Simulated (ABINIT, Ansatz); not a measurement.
# CsSnH3 (Pm-3m): zone-centre phonons, part 2 of 5

Aim: the zone-centre modes of CsSnH3 (Pm-3m).

ABINIT 10.8.3; DFT LDA, scalar-relativistic, plane waves, PseudoDojo norm-conserving pseudopotentials.

So far. Step 3 (Ground state): The cell stands at -0.49 GPa: the relaxation ran with a smoothed and higher cutoff, and the difference is a stress of the finite basis. The relaxed cell has a = 4.347 Å (conventional setting).

The structure was built from a prototype and need not be the compound's stable phase.

### 4. Zone-centre response

At q = 0 one unit cell holds all displacements. The response is solved for single atoms along the cell's directions, and symmetry skips those that follow from others. The crystal is treated as a metal, which screens a static field, so no field response is asked.

File dfpt_gamma.abi:

```

# common to the responses
getwfk_filepath "gso_WFK"
kptopt 2
nqpt 1
qpt 0.0 0.0 0.0
asr 0
chneut 0

# displacements
rfphon 1
rfatpol 1 5
rfdir 1 1 1
tolvrs 1.0d-10
prtwf 0

# basis, mesh and filling
ecut 32.0
ngkpt 6 6 6
nshiftk 1
shiftk 0.0 0.0 0.0
istwfk *1
occopt 6
tsmear 0.01
nband 20
nstep 100
diemac 1000000.0
prtebands 0
prtgsr 0

# cell and atoms
acell 8.21547422 8.21547422 8.21547422
rprim 
    1.0 0.0 0.0
    0.0 1.0 0.0
    0.0 0.0 1.0
ntypat 3
znucl 55 50 1
natom 5
typat 1 2 3 3 3
xred 
    0.0 0.0 0.0
    0.5 0.5 0.5
    0.5 0.5 0.0
    0.5 0.0 0.5
    0.0 0.5 0.5
pp_dirpath "./pseudo"
pseudos "Cs.upf, Sn.upf, H.upf"
```

The run is started by

```sh
OMP_NUM_THREADS=1 mpirun -n 4 abinit dfpt_gamma.abi > dfpt_gamma.log
```

Numbers of over 12 decimals in the logs are rounded to 6 here.

dfpt_gamma.abo, the main output file:

```text
[banners, grids, parts of the stress and lines that vanish by symmetry left out]
- input  file    -> dfpt_gamma.abi
- output file    -> dfpt_gamma.abo
- root for input  files -> dfpt_gammai
- root for output files -> dfpt_gammao

 Symmetries : space group Pm -3 m (#221); Bravais cP (primitive cubic)
================================================================================
 Values of the parameters that define the memory need of the present run (RF).
     intxc =       0      iscf =       7    lmnmax =       8     lnmax =       8
     mgfft =      45  mpssoang =       4    mqgrid =    3001     natom =       5
  nloc_mem =       1    nspden =       1   nspinor =       1    nsppol =       1
      nsym =      48    n1xccc =    2501    ntypat =       3    occopt =       6
   xclevel =       1
-    mband =          20        mffmem =           1         mkmem =          28
-   mkqmem =          28        mk1mem =          28           mpw =        4836
      nfft =       91125          nkpt =         112
- my_mband =          20
================================================================================
================================================================================

--------------------------------------------------------------------------------
------------- Echo of variables that govern the present computation ------------
--------------------------------------------------------------------------------
-
- outvars: echo of selected default values
-   iomode0 =  0 , fftalg0 =312 , wfoptalg0 =  0
-
- outvars: echo of global parameters not present in the input file
-  max_nthreads =    1
-
 -outvars: echo values of preprocessed input variables
 [... echo left out ...]
================================================================================

 chkinp: Checking input parameters for consistency.

[...]
== DATASET  1 ==================================================================
-   mpi_nproc: 4, omp_nthreads: 1 (-1 if OMP is not activated)

--- !DatasetInfo
iteration_state: {dtset: 1, }
dimensions: {natom: 5, nkpt: 112, mband: 20, nsppol: 1, nspinor: 1, nspden: 1, mpw: 4836, }
cutoff_energies: {ecut:  32.0, pawecutdg:  -1.0, }
electrons: {nelect:   2.60000000E+01, charge:   0.00000000E+00, occopt:   6.00000000E+00, tsmear:   1.00000000E-02, }
meta: {optdriver: 1, rfphon: 1, }
...

 mkfilename: getwfk from: gso_WFK

 Real(R)+Recip(G) space primitive vectors, cartesian coordinates (Bohr,Bohr^-1):
 R(1)=  8.2154742  0.0000000  0.0000000  G(1)=  0.1217215  0.0000000  0.0000000
 R(2)=  0.0000000  8.2154742  0.0000000  G(2)=  0.0000000  0.1217215  0.0000000
 R(3)=  0.0000000  0.0000000  8.2154742  G(3)=  0.0000000  0.0000000  0.1217215
 Unit cell volume ucvol=  5.5449535E+02 bohr^3
 Angles (23,13,12)=  9.00000000E+01  9.00000000E+01  9.00000000E+01 degrees
 setup1 : take into account q-point for computing boxcut.

 getcut: wavevector=  0.0000  0.0000  0.0000  ngfft=  45  45  45
         ecut(hartree)=     32.000   => boxcut(ratio)=   2.10320

--- Pseudopotential description ------------------------------------------------
- pspini: atom type   1  psp file is ./pseudo/Cs.upf

- pspini: atom type   2  psp file is ./pseudo/Sn.upf

- pspini: atom type   3  psp file is ./pseudo/H.upf

   1.43601183E+03                                ecore*ucvol(ha*bohr**3)
--------------------------------------------------------------------------------

 ==>  initialize data related to q vector <==

 The list of irreducible perturbations for this q vector is:
    1)    idir= 1    ipert=   1
    2)    idir= 1    ipert=   2
    3)    idir= 1    ipert=   3
    4)    idir= 3    ipert=   3

[...]
The perturbation idir=   2  ipert=   1 is
 symmetric of a previously calculated perturbation.
 So, its SCF calculation is not needed.

 The perturbation idir=   3  ipert=   1 is
 symmetric of a previously calculated perturbation.
 So, its SCF calculation is not needed.

 The perturbation idir=   2  ipert=   2 is
 symmetric of a previously calculated perturbation.
 So, its SCF calculation is not needed.

 The perturbation idir=   3  ipert=   2 is
 symmetric of a previously calculated perturbation.
 So, its SCF calculation is not needed.

[...]
The perturbation idir=   2  ipert=   5 is
 symmetric of a previously calculated perturbation.
 So, its SCF calculation is not needed.

 The perturbation idir=   3  ipert=   5 is
 symmetric of a previously calculated perturbation.
 So, its SCF calculation is not needed.

--------------------------------------------------------------------------------
 Perturbation wavevector (in red.coord.)   0.000000  0.000000  0.000000
 Perturbation : displacement of atom   1   along direction   1
 Found     8 symmetries that leave the perturbation invariant.

[...]
dfpt_looppert : total number of electrons, from k and k+q
  fully or partially occupied states are    2.600000E+01 and    2.600000E+01.
 Initialisation of the first-order wave-functions :
  ireadwf=   0

--- !BeginCycle
iteration_state: {dtset: 1, }
solver: {iscf: 7, nstep: 100, nline: 4, wfoptalg: 0, }
tolerances: {tolvrs: 1.00E-10, }
...

     iter   2DEtotal(Ha)        deltaE(Ha) residm    vres2
-ETOT  1   1.748554     -6.490E+02 2.383E+00 2.986E+02
 ETOT  2   1.230453     -5.181E-01 2.374E-01 2.878E+01
 ETOT  3   1.197222     -3.323E-02 3.831E-02 4.491E+00
 ETOT  4   1.195308     -1.914E-03 5.556E-02 4.051E-02
 ETOT  5   1.195234     -7.350E-05 1.283E-02 2.707E-03
[...]
At SCF step   13       vres2   =  1.93E-11 < tolvrs=  1.00E-10 =>converged.
[...]
Mean square residual over all n,k,spin=   24.278E-08; max=  17.474E-05

 Thirteen components of 2nd-order total energy (hartree) are
 1,2,3: 0th-order hamiltonian combined with 1st-order wavefunctions
     kin0=   4.49745173E+02 eigvalue=   3.95930682E+01  local=  -3.32582766E+02
 4,5,6: 1st-order hamiltonian combined with 1st and 0th-order wfs
 loc psp =  -5.13731134E+02  Hartree=   1.83698246E+02     xc=  -4.86698445E+01
 note that "loc psp" includes a xc core correction that could be resolved
 7,8,9: eventually, occupation + non-local contributions
    edocc=   6.41958497E+01     enl0=   2.93605246E+02   enl1=  -7.85438811E+02
 1-9 gives the relaxation energy (to be shifted if some occ is /=2.0)
   erelax=  -6.49584973E+02
 10,11,12 Non-relaxation  contributions : frozen-wavefunctions and Ewald
 fr.local=   1.74217978E+02 fr.nonlo=   3.94642320E+02  Ewald=   7.80094836E+01
 13,14 Frozen wf xc core corrections (1) and (2)
 frxc 1  =  -7.80951198E+01  frxc 2 =   8.20055393E+01
 Resulting in :
 2DEtotal=    0.1195228500E+01 Ha. Also 2DEtotal=    0.325238243650E+02 eV
    (2DErelax=   -6.4958497287E+02 Ha. 2DEnonrelax=    6.5078020137E+02 Ha)
    (  non-var. 2DEtotal :    1.1952288648E+00 Ha)

[...]
Perturbation wavevector (in red.coord.)   0.000000  0.000000  0.000000
 Perturbation : displacement of atom   2   along direction   1
 Found     8 symmetries that leave the perturbation invariant.

[...]
dfpt_looppert : total number of electrons, from k and k+q
  fully or partially occupied states are    2.600000E+01 and    2.600000E+01.
 Initialisation of the first-order wave-functions :
  ireadwf=   0

--- !BeginCycle
iteration_state: {dtset: 1, }
solver: {iscf: 7, nstep: 100, nline: 4, wfoptalg: 0, }
tolerances: {tolvrs: 1.00E-10, }
...

     iter   2DEtotal(Ha)        deltaE(Ha) residm    vres2
-ETOT  1   5.198583     -2.247E+04 2.783E+01 7.115E+02
[...]
At SCF step   11       vres2   =  1.18E-11 < tolvrs=  1.00E-10 =>converged.
[...]
Mean square residual over all n,k,spin=   23.660E-08; max=  17.022E-05

 Thirteen components of 2nd-order total energy (hartree) are
 1,2,3: 0th-order hamiltonian combined with 1st-order wavefunctions
     kin0=   2.88431458E+04 eigvalue=   2.45278510E+03  local=  -1.38923583E+04
 4,5,6: 1st-order hamiltonian combined with 1st and 0th-order wfs
 loc psp =  -5.91552825E+03  Hartree=   1.92423888E+03     xc=  -3.21530659E+02
 note that "loc psp" includes a xc core correction that could be resolved
 7,8,9: eventually, occupation + non-local contributions
    edocc=   2.21817652E+01     enl0=   3.44940492E+03   enl1=  -3.90402068E+04
 1-9 gives the relaxation energy (to be shifted if some occ is /=2.0)
   erelax=  -2.24778675E+04
 10,11,12 Non-relaxation  contributions : frozen-wavefunctions and Ewald
 fr.local=   2.77233438E+03 fr.nonlo=   1.94944750E+04  Ewald=   8.56574722E+01
 13,14 Frozen wf xc core corrections (1) and (2)
 frxc 1  =  -8.03545528E+02  frxc 2 =   9.28319061E+02
 Resulting in :
 2DEtotal=   -0.6271277387E+00 Ha. Also 2DEtotal=   -0.170650151241E+02 eV
    (2DErelax=   -2.2477867535E+04 Ha. 2DEnonrelax=    2.2477240407E+04 Ha)
    (  non-var. 2DEtotal :   -6.2712994401E-01 Ha)

[...]
Perturbation wavevector (in red.coord.)   0.000000  0.000000  0.000000
 Perturbation : displacement of atom   3   along direction   1
 Found     4 symmetries that leave the perturbation invariant.

[...]
dfpt_looppert : total number of electrons, from k and k+q
  fully or partially occupied states are    2.600000E+01 and    2.600000E+01.
 Initialisation of the first-order wave-functions :
  ireadwf=   0

--- !BeginCycle
iteration_state: {dtset: 1, }
solver: {iscf: 7, nstep: 100, nline: 4, wfoptalg: 0, }
tolerances: {tolvrs: 1.00E-10, }
...

     iter   2DEtotal(Ha)        deltaE(Ha) residm    vres2
-ETOT  1   1.193467     -6.190E+01 3.370E-01 9.399E+02
[...]
At SCF step   11       vres2   =  4.84E-11 < tolvrs=  1.00E-10 =>converged.
[...]
Mean square residual over all n,k,spin=   59.402E-10; max=  53.148E-07

 Thirteen components of 2nd-order total energy (hartree) are
 1,2,3: 0th-order hamiltonian combined with 1st-order wavefunctions
     kin0=   6.66178078E+01 eigvalue=  -1.09802169E+00  local=  -1.32361651E+01
 4,5,6: 1st-order hamiltonian combined with 1st and 0th-order wfs
 loc psp =  -8.99722933E+01  Hartree=   1.40971299E+01     xc=  -8.43103174E+00
 note that "loc psp" includes a xc core correction that could be resolved
 7,8,9: eventually, occupation + non-local contributions
    edocc=   4.44415696E+00     enl0=  -2.95759888E-01   enl1=  -3.42239394E+01
 1-9 gives the relaxation energy (to be shifted if some occ is /=2.0)
   erelax=  -6.20981165E+01
 10,11,12 Non-relaxation  contributions : frozen-wavefunctions and Ewald
 fr.local=   5.44499031E+01 fr.nonlo=   1.73042316E+01  Ewald=  -8.66457654E+00
 13,14 Frozen wf xc core corrections (1) and (2)
 frxc 1  =   0.00000000E+00  frxc 2 =   0.00000000E+00
 Resulting in :
 2DEtotal=    0.9914416701E+00 Ha. Also 2DEtotal=    0.269785022250E+02 eV
    (2DErelax=   -6.2098116508E+01 Ha. 2DEnonrelax=    6.3089558178E+01 Ha)
    (  non-var. 2DEtotal :    9.9144183790E-01 Ha)

[...]
Perturbation wavevector (in red.coord.)   0.000000  0.000000  0.000000
 Perturbation : displacement of atom   3   along direction   3
 Found     8 symmetries that leave the perturbation invariant.

--------------------------------------------------------------------------------

--------------------------------------------------------------------------------

 dfpt_looppert : total number of electrons, from k and k+q
  fully or partially occupied states are    2.600000E+01 and    2.600000E+01.
 Initialisation of the first-order wave-functions :
  ireadwf=   0

--- !BeginCycle
iteration_state: {dtset: 1, }
solver: {iscf: 7, nstep: 100, nline: 4, wfoptalg: 0, }
tolerances: {tolvrs: 1.00E-10, }
...

     iter   2DEtotal(Ha)        deltaE(Ha) residm    vres2
-ETOT  1  -5.167925     -6.988E+01 6.994E-01 5.955E+02
[...]
ETOT 12  -5.579150     -1.717E-11 4.075E-06 3.611E-10
 ETOT 13  -5.579150      2.970E-12 3.379E-07 3.494E-11

 At SCF step   13       vres2   =  3.49E-11 < tolvrs=  1.00E-10 =>converged.
[...]
Mean square residual over all n,k,spin=   47.296E-11; max=  33.790E-08

 Thirteen components of 2nd-order total energy (hartree) are
 1,2,3: 0th-order hamiltonian combined with 1st-order wavefunctions
     kin0=   6.77344552E+01 eigvalue=  -8.78497511E-01  local=  -1.47301376E+01
 4,5,6: 1st-order hamiltonian combined with 1st and 0th-order wfs
 loc psp =  -1.03677277E+02  Hartree=   1.94182040E+01     xc=  -1.18082743E+01
 note that "loc psp" includes a xc core correction that could be resolved
 7,8,9: eventually, occupation + non-local contributions
    edocc=   1.13284841E+01     enl0=  -7.70338260E-01   enl1=  -3.69105140E+01
 1-9 gives the relaxation energy (to be shifted if some occ is /=2.0)
   erelax=  -7.02938959E+01
 10,11,12 Non-relaxation  contributions : frozen-wavefunctions and Ewald
 fr.local=  -7.01847557E+00 fr.nonlo=   1.61641258E+01  Ewald=   5.55690960E+01
 13,14 Frozen wf xc core corrections (1) and (2)
 frxc 1  =   0.00000000E+00  frxc 2 =   0.00000000E+00
 Resulting in :
 2DEtotal=   -0.5579149644E+01 Ha. Also 2DEtotal=   -0.151816395878E+03 eV
    (2DErelax=   -7.0293895852E+01 Ha. 2DEnonrelax=    6.4714746208E+01 Ha)
    (  non-var. 2DEtotal :   -5.5791494949E+00 Ha)

[...]
---- first-order wavefunction calculations are completed ----

 ==> Compute Derivative Database <==

 [... matrices left out ...]
  Phonon wavevector (reduced coordinates) :  0.00000  0.00000  0.00000
 Phonon energies in Hartree :
  -6.728733E-03 -6.728733E-03 -6.728733E-03  5.844200E-06  5.844200E-06
   5.844201E-06  4.089556E-04  4.089556E-04  4.089556E-04  2.821816E-03
   2.821816E-03  2.821816E-03  2.859457E-03  2.859457E-03  2.859457E-03
 Phonon frequencies in cm-1    :
- -1.476786E+03 -1.476786E+03 -1.476786E+03  1.282654E+00  1.282654E+00
-  1.282654E+00  8.975537E+01  8.975537E+01  8.975537E+01  6.193170E+02
-  6.193170E+02  6.193170E+02  6.275783E+02  6.275783E+02  6.275783E+02

== END DATASET(S) ==============================================================
================================================================================

 -outvars: echo values of variables after computation
            acell      8.2154742200E+00  8.2154742200E+00  8.2154742200E+00 Bohr
           etotal     -5.5791496437E+00
            fcart      0.0000000000E+00  0.0000000000E+00  0.0000000000E+00
           strten      0.0000000000E+00  0.0000000000E+00  0.0000000000E+00
================================================================================
```

Run time: 3.1 min. Hardware: 4 MPI ranks of Arm Neoverse V2, shared host; 12 min of CPU time.

Read from the output:

```yaml
largest_acoustic_frequency_at_the_zone_centre_before_the_sum_rule: 1.28 cm⁻¹
highest_optical_zone_centre_mode_no_lo_to_term: 627.6 cm⁻¹
lowest_optical_zone_centre_mode: -1477 cm⁻¹
```

The acoustic modes at Γ come out as far as 1.3 cm⁻¹ from zero, where they should vanish, a small numerical error. The lowest optical mode is imaginary, 1477i cm⁻¹, an instability at this level and on this k mesh.

(Part 2 of 5 ends here.)

[Host names and launcher messages were left out of these logs when they were recorded.]

[Logs are printed without paths, hosts, clocks, repeated set-up lines and the standing remarks that a program may print on its own settings, such as how far it seeks lower states.]

[Hosts, paths, dates, database ids (printed as entryN), source tags and the programs' standing remarks are cut or masked in the printed files.]
